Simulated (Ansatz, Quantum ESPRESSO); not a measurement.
# BP (F-43m): from the cell to the phonon bands, part 4 of 5

How does BP (F-43m) vibrate, and is this structure a minimum?

Quantum ESPRESSO 7.5; DFT LDA, scalar-relativistic, plane waves, PseudoDojo norm-conserving pseudopotentials.

So far. Step 9 (Modes with the sum rule): The rule moves no optical mode by more than 0.1 cm⁻¹. Step 12 (The LO-TO splitting (1 0 0)): The field moves one mode, from 821 to 829 cm⁻¹; the others stay.

### 14. Cross-check with Ansatz

A second program on the same cell, potentials, cutoff and meshes tests the implementation of the phonon response, not its convergence. Its field response is summed in its own way. Its k mesh is centred on Γ.

This step: DFT LDA, scalar-relativistic, plane waves, PseudoDojo norm-conserving pseudopotentials (Ansatz 0.2.0).

Input file input.yaml:

```yaml
crystal:
  lattice:
    - [-2.243406875, 0.0, 2.243406875]
    - [0.0, 2.243406875, 2.243406875]
    - [-2.243406875, 2.243406875, 0.0]
  atoms:
    - { symbol: B, position: [0.0, 0.0, 0.0] }
    - { symbol: P, position: [0.25, 0.25, 0.25] }
kpoints:
  mp_grid: { grid: [12, 12, 12] }
hamiltonian:
  xc: lda
  pseudopotentials: { kind: nc, accuracy: standard }
scf:
  occupations: { method: fixed }
output:
  eigenvalues: true
basis:
  ecutwfc: 1034.033
phonons:
  method: dfpt
  dielectric: true
  rigid_motions: translations
  qmesh: [4, 4, 4]
  temperatures: { t_max: 1000, t_step: 50 }
  qpath:
    path:
      - [[0.0, 0.0, 0.0], [0.0, 0.5, 0.5], [0.0, 0.625, 0.375]]
      - [[-0.375, 0.375, 0.0], [0.0, 0.0, 0.0], [0.0, 0.5, 0.0], [-0.25, 0.5, 0.25], [0.0, 0.5, 0.5]]
    npoints: 12
```

Command:

```console
$ ansatz run input.yaml --threads 8 --pin off --max-ram 16384MiB --backend cpu --events-out ev --progress --plain --runs-dir out
```

Log:

```text
Warning: phonons: the dynamical matrix that this run interpolates holds no multipole term above the dipole-dipole one, and a site of this crystal is no centre of inversion, so its interpolated transverse optical and acoustic branches and sound speeds can stay off near Gamma, and the density of states and the thermodynamics with them. What a run solves at a wave vector of phonons.qpoints, Gamma apart, where the deck admits one, is free of this, and under fd what a larger phonons.supercell samples
Engine: ansatz 0.2.0, x86_64-unknown-linux-gnu
Pseudopotentials: kind: nc
Pseudopotential: B, nc, valence charge 3, recommended cutoff 1034.032677 eV (normal), B.nc.azcp (PseudoDojo's, or run here from an input of PseudoDojo's; its table is named by hamiltonian.pseudopotentials.accuracy)
Pseudopotential: P, nc, valence charge 5, recommended cutoff 653.07327 eV (normal), P.nc.azcp (PseudoDojo's, or run here from an input of PseudoDojo's; its table is named by hamiltonian.pseudopotentials.accuracy)
Functional definition: SPW92
  exchange = slater_x
  correlation = pw_c
Crystal: 2 atoms, lattice volume = 22.582 Å³
Basis set: ecut = 1034.033 eV, 1687 PW (Γ), exchange–correlation on 72×72×72 points (8 copies of the dense FFT grid, shifted against one another)
Bands: 8, of which v1, the nominal top of the filled ones, is band 4 counted from 1 (3 counted from 0)
Symmetry: 24 space group operations
k-points: 280 of 1728 (irreducible under 4 space group operations, time reversal used)
Non-local potential: B, projectors of the file, l = 0: 2, l = 1: 2
Non-local potential: P, projectors of the file, l = 0: 2, l = 1: 2, l = 2: 2
Initial density: superposition of atomic densities (chi_scale 0.1, normalization cell, long waves kept (reshape's long-wave potential 0.00 eV rms))
Initial wavefunctions: pseudopotential atomic-orbital guess
Functional: x = slater, c = lda
SCF iter   1: F=—  HF=-271.536871 eV  |F-HF|=—  |Δ(HF+E_count)|=         —  Δρ=1.00e-1  dr2=2.55e0  ethr=3.10e-3  ⟨swp⟩=4.2  Hψ=16204  notcnv=0  defer=485
preconditioner: auto → none  [insulator: Δε(μ)=2.045 eV  Ē_g=13.160 eV  n_scr=0 (ndim 8)  ℏωp=22.1 eV  f_vac=0.000  ε∞_Penn≈3.8]
SCF iter   2: F=—  HF=-270.695804 eV  |F-HF|=—  |Δ(HF+E_count)|=   8.41e-1  Δρ=3.09e-2  dr2=1.61e-1  ethr=3.10e-3  ⟨swp⟩=3.1  Hψ=6734  notcnv=0  defer=490
SCF iter   3: F=—  HF=-270.649643 eV  |F-HF|=—  |Δ(HF+E_count)|=   4.62e-2  Δρ=1.19e-2  dr2=1.92e-2  ethr=2.01e-3  ⟨swp⟩=3.0  Hψ=3926  notcnv=0  defer=535
SCF iter   4: F=—  HF=-270.644843 eV  |F-HF|=—  |Δ(HF+E_count)|=   4.80e-3  Δρ=1.54e-3  dr2=2.35e-4  ethr=2.40e-4  ⟨swp⟩=3.0  Hψ=3710  notcnv=0  defer=541
SCF iter   5: F=—  HF=-270.644823 eV  |F-HF|=—  |Δ(HF+E_count)|=   2.02e-5  Δρ=7.70e-5  dr2=8.05e-7  ethr=2.94e-6  ⟨swp⟩=1.8  Hψ=2607  notcnv=0  defer=541
SCF iter   6: F=—  HF=-270.644823 eV  |F-HF|=—  |Δ(HF+E_count)|=   2.83e-7  Δρ=9.89e-6  dr2=9.61e-9  ethr=1.01e-8  ⟨swp⟩=2.7  Hψ=3281  notcnv=0  defer=268
SCF iter   7: F=—  HF=-270.644823 eV  |F-HF|=—  |Δ(HF+E_count)|=  7.03e-10  Δρ=9.10e-7  dr2=2.41e-10  ethr=1.20e-10  ⟨swp⟩=2.5  Hψ=3369  notcnv=0  defer=268
SCF iter   8: F=-270.644823 eV  HF=-270.644823 eV  |F-HF|=1.19e-12  |Δ(HF+E_count)|=  9.87e-11  Δρ=9.48e-8  dr2=2.14e-12  ethr=1.25e-12  ⟨swp⟩=8.9  Hψ=16821  notcnv=0
SCF 1 converged in 8 iterations: F = -270.644823 eV  dr2 = 2.14e-12
NSCF: frozen V_eff on 2 k-points
DFPT response loops at Γ: preconditioner auto → none (the input reference at scf.mixing.eps_inf says where Resta's filter doesn't serve); β = 0.50; Broyden in place of MSR1
── the response to a field inside a basis, on 12×12×12 k-points: an SCF that follows is theirs, and a resumed run solves both again ──
Bands: 5, of which v1, the nominal top of the filled ones, is band 4 counted from 1 (3 counted from 0)
k-points: 182 of 1728 (irreducible under 6 space group operations, time reversal used)
Initial density: handed on by an earlier stage of this run
Initial wavefunctions: pseudopotential atomic-orbital guess (no wavefunctions were taken with the density)
Eigensolver: Dense (182 Hₖ)
SCF iter   1: F=—  HF=-270.644437 eV  |F-HF|=—  |Δ(HF+E_count)|=         —  Δρ=5.67e-5  dr2=1.22e-7  ethr=1.00e-1
preconditioner: auto → none  [insulator: Δε(μ)=1.327 eV  Ē_g=9.973 eV  n_scr=0 (ndim 8)  ℏωp=22.1 eV  f_vac=0.000  ε∞_Penn≈5.9]
SCF iter   2: F=-270.644437 eV  HF=-270.644437 eV  |F-HF|=3.30e-8  |Δ(HF+E_count)|=   9.74e-8  Δρ=2.84e-5  dr2=3.03e-8  ethr=1.53e-9
SCF 1 converged in 2 iterations: F = -270.644437 eV  dr2 = 3.03e-8
DFPT response loops at Γ: mixed as the last ones told, above
NSCF: frozen V_eff on 72 k-points
NSCF: frozen V_eff on 1872 k-points
DFPT response loops at q = (0, 0, 0.25) (fractional): mixed as the last ones told, above
NSCF: frozen V_eff on 952 k-points
DFPT response loops at q = (0, 0, -0.5) (fractional): preconditioner auto → Resta (q_TF=auto, 2.295 Å⁻¹)  ε∞=7.2 (no band partly filled); β = 1.00, the filter's whole step (`scf.mixing.beta` (0.50) is not read by the response loops at its default; to damp them type it under 1.00, their step now; it binds the ground state too); Broyden in place of MSR1
NSCF: frozen V_eff on 1020 k-points
DFPT response loops at q = (0, 0.25, 0.25) (fractional): preconditioner auto → none (the input reference at scf.mixing.eps_inf says where Resta's filter doesn't serve); β = 0.50; Broyden in place of MSR1
NSCF: frozen V_eff on 3456 k-points
DFPT response loops at q = (0, 0.25, -0.5) (fractional): mixed as the last ones told, above
NSCF: frozen V_eff on 1872 k-points
DFPT response loops at q = (0, 0.25, -0.25) (fractional): mixed as the last ones told, above
NSCF: frozen V_eff on 560 k-points
DFPT response loops at q = (0, -0.5, -0.5) (fractional): preconditioner auto → Resta (q_TF=auto, 2.295 Å⁻¹)  ε∞=7.2 (no band partly filled); β = 1.00, the filter's whole step (`scf.mixing.beta` (0.50) is not read by the response loops at its default; to damp them type it under 1.00, their step now; it binds the ground state too); Broyden in place of MSR1
NSCF: frozen V_eff on 1020 k-points
DFPT response loops at q = (0.25, -0.5, -0.25) (fractional): preconditioner auto → none (the input reference at scf.mixing.eps_inf says where Resta's filter doesn't serve); β = 0.50; Broyden in place of MSR1
SCF converged after 8 iterations
Free energy (F): -270.644823 eV
Harris-Foulkes:  -270.644823 eV  (|F-HF|=1.19e-12)
Internal energy: -270.644823 eV  (E = F + TS)
E sigma→0 (E₀):  -270.644823 eV
Fermi energy:    9.486102 eV
--- Per-component energies (eV) ---
  E_band       = 23.145738
  E_kinetic    = 128.769749
  E_local      = -65.594880  (includes V_loc(G=0)·N_el)
  E_nonlocal   = 29.226367
  E_hartree    = 16.682510
  E_xc         = -90.980121
  E_vxc        = -102.620508  (∫ρ·V_xc dr)
  E_ewald      = -288.748448
  E_smearing   = -0.000000  (= −TS)
  E_closure    = 0.000000  (closes the sum)
  Σ components = -270.644823   (vs F -270.644823, Δ=0.00e0)
--- Band table (eV; the first three rows and the last of 280) ---
  k-point 0: bands = ["-6.2144", "9.4861", "9.4861", "9.4861", "12.9285", "12.9285", "12.9285", "17.3493"]
  k-point 1: bands = ["-6.0858", "8.5175", "9.2675", "9.2675", "13.2301", "13.2301", "13.2920", "17.6876"]
  k-point 2: bands = ["-5.7030", "6.6138", "8.8073", "8.8073", "13.6021", "13.8473", "13.8473", "18.5005"]
  k-point 279: bands = ["-1.2100", "0.8271", "5.2610", "5.2610", "10.7446", "11.0232", "21.7394", "21.7394"]
--- Phonons (Γ-DFPT): 2 representative perturbations + reference, on 280 of 1728 k-points (Σ response iterations 6) ---
  k mesh reduced under 4 symmetry operations, with k and −k counted as one. Each operation leaves every solved perturbation unchanged. A smaller set is not considered because the run solves the response to a homogeneous field
  ASR residual: 6.035e-5 → 0.000e0 eV/Å²; symmetrization residual: 1.030e-6 eV/Å²
  ASR residual per site (eV/Å²): 6.03e-5 3.57e-5
  Γ frequencies (cm⁻¹): 0.00 0.00 0.00 821.35 821.35 821.35
  ε∞ (high-frequency dielectric tensor):
        9.137202     0.000000     0.000000
        0.000000     9.137202     0.000000
        0.000000     0.000000     9.137202
  ε⁰ (static dielectric tensor: ions relaxed, cell fixed):
        9.304278     0.000000     0.000000
        0.000000     9.304278     0.000000
        0.000000     0.000000     9.304278
  ε⁰ − ε∞ (ionic part):
        0.167076    -0.000000    -0.000000
       -0.000000     0.167076     0.000000
       -0.000000     0.000000     0.167076
  softest optical mode at Γ: 821.35 cm⁻¹; the repairs (sum rule, projections) moved no ω² at Γ by more than (1.29 cm⁻¹)²
  Born effective charges Z* (e; rows j = field, columns β = displacement):
    site 0:
        -0.64381   -0.00000    0.00000
         0.00000   -0.64381    0.00000
         0.00000    0.00000   -0.64381
    site 1:
         0.64381    0.00000   -0.00000
        -0.00000    0.64381   -0.00000
        -0.00000   -0.00000    0.64381
  Z* charge neutrality: 1.052e-5 e pre-enforcement
  solved inside a basis spanned on kpoints, on 12×12×12 k-points, its susceptibility summed on 16×16×16: ε∞ is read to err by 2.6e-2, Z* by 5.3e-3 e (field_mesh: kpoints solves on kpoints); Z* is corrected for what the basis lacks
  optical modes at Γ without the LO–TO term, one row a degenerate level:
      ω (cm⁻¹)  modes    IR ((D/Å)²/amu)
        821.35      3             3.5801
  optical modes at Γ + LO–TO along q̂ = [1.0000, 0.0000, 0.0000]:
      ω (cm⁻¹)  modes    IR ((D/Å)²/amu)
        821.35      2             2.3867
        828.83      1             1.1934
  optical modes at Γ + LO–TO along q̂ = [0.0000, 1.0000, 0.0000]:
      ω (cm⁻¹)  modes    IR ((D/Å)²/amu)
        821.35      2             2.3867
        828.83      1             1.1934
  optical modes at Γ + LO–TO along q̂ = [0.0000, 0.0000, 1.0000]:
      ω (cm⁻¹)  modes    IR ((D/Å)²/amu)
        821.35      2             2.3867
        828.83      1             1.1934
--- Phonons (arbitrary-q DFPT): 8 irreducible q on the 4×4×4 mesh ---
  q = [0.0000, 0.0000, 0.0000] (star 1, of the zone-centre solve; hermiticity 1.04e-7, symmetrization 5.55e-16): 0.00 0.00 0.00 821.35 821.35 821.35
  q = [0.0000, 0.0000, 0.2500] (star 8, 2 solved perturbations on 936 of 1728 k-point pairs; hermiticity 7.30e-8, symmetrization 2.26e-15): 179.01 179.01 352.31 795.14 795.14 810.73
  q = [0.0000, 0.0000, -0.5000] (star 4, 2 solved perturbations on 476 of 1728 k-point pairs; hermiticity 3.99e-8, symmetrization 1.86e-15): 223.78 223.78 518.09 776.02 782.90 782.90
  q = [0.0000, 0.2500, 0.2500] (star 6, 4 solved perturbations in 1608 linear systems a pass and spin channel, the states on 510 of 1728 k-point pairs; hermiticity 4.69e-8, symmetrization 1.04e-14): 241.20 241.20 368.19 766.06 766.06 823.74
  q = [0.0000, 0.2500, -0.5000] (star 24, 4 solved perturbations in 5328 linear systems a pass and spin channel, the states on 1728 of 1728 k-point pairs; hermiticity 3.99e-8, symmetrization 4.81e-15): 284.76 367.81 465.38 718.55 747.17 805.80
  q = [0.0000, 0.2500, -0.2500] (star 12, 4 solved perturbations in 2892 linear systems a pass and spin channel, the states on 936 of 1728 k-point pairs; hermiticity 5.08e-8, symmetrization 5.17e-15): 263.01 358.15 418.89 730.35 758.74 807.80
  q = [0.0000, -0.5000, -0.5000] (star 3, 4 solved perturbations in 886 linear systems a pass and spin channel, the states on 280 of 1728 k-point pairs; hermiticity 4.13e-8, symmetrization 2.35e-15): 312.96 312.96 536.88 729.94 729.94 804.39
  q = [0.2500, -0.5000, -0.2500] (star 6, 4 solved perturbations in 1544 linear systems a pass and spin channel, the states on 510 of 1728 k-point pairs; hermiticity 3.66e-8, symmetrization 3.11e-15): 370.59 417.68 444.41 683.96 729.96 802.34
  sum rule: each row above includes the acoustic sum rule's correction from the zone centre's row sums; it moved no ω² by more than (1.23 cm⁻¹)²
  mesh force constants: q→R imaginary residual 1.36e-18; ASR residual 6.035e-5 → 0.000e0 eV/Å²; symmetrization residual 1.421e-14 eV/Å²
  interpolated dispersion: 75 rows × 6 modes
  density of states and harmonic sums: on the 24×24×24 q-mesh, interpolated from the force constants of a 4×4×4 supercell (with the dipole–dipole term)
  largest difference from the sums on the solved wave vectors: F 7.50e-3 eV, S 1.15e-5 and C_V 4.02e-6 eV/K
  zero-point energy: 0.205822 eV/cell   skipped modes (ω ≤ 0): 3   left out of the sums: 3.62e-5 of the cell's modes: C_V's classical limit lies that fraction below 3 k_B per atom; for a crystal, a wire or a layer, F and S can be off by more, and a phonons.interpolated_qmesh denser along its periods is the remedy for the sampling
```

The job ended after 93 s (8 threads of Intel Xeon at 2.70GHz, shared host; peak memory 2.5 GiB).

This step gave:

| Property | Result |
| --- | --- |
| sum-rule residual before enforcement | 6.03e-5 eV/Å² |
| miss of the charge sum rule | 1.05e-5 e |
| estimated error of the dielectric tensor | 0.02616 |
| estimated error of the Born charges | 0.005329 e |
| mean frequency | 553.4 cm⁻¹ |
| Debye temperature (second moment) | 1110 K |
| logarithmic mean frequency | 498.4 cm⁻¹ |
| mean high-frequency dielectric constant | 9.137 |
| largest Born charge in size (third of the trace) | 0.6438 e |
| mean static dielectric constant | 9.304 |
| zero-point energy per atom | 102.9 meV |
| heat capacity at 300 K | 14.46 J/(mol atoms K) |
| vibrational entropy at 300 K | 9.861 J/(mol atoms K) |

Transverse modes. Infrared lines, with heights relative to the strongest:

| position (cm⁻¹) | label | IR intensity ((D/Å)²/amu), degenerate modes summed, relative |
| --- | --- | --- |
| 821 | T2 | 100 |

### 15. The two compared: QE PseudoDojo and Ansatz, PseudoDojo

Worked out from the results:

* root-mean-square difference: 0 cm⁻¹
* largest difference: 0.01 cm⁻¹
* root-mean-square difference on the path: 0 cm⁻¹
* largest difference on the path: 0.1 cm⁻¹

The two runs side by side. Further quantities:

```csv
quantity,QE PseudoDojo,"Ansatz, PseudoDojo"
mean ε∞,9.159,9.137
"largest Born charge in size (e; the first before, the second after the charge sum rule)",0.646,0.644
```

The interpolated bands of the two lie on top of each other.

At the solved wavevectors the largest difference (acoustic modes at Γ apart) is 0.001 % of the highest mode.

(Part 4 of 5 ends here.)

[Host names and launcher messages were left out of these logs when they were recorded.]

[Logs are printed without paths, hosts, clocks, repeated set-up lines and the standing remarks that a program may print on its own settings, such as how far it seeks lower states.]

[Hosts, paths, dates, database ids (printed as entryN), source tags and the programs' standing remarks are cut or masked in the printed files.]
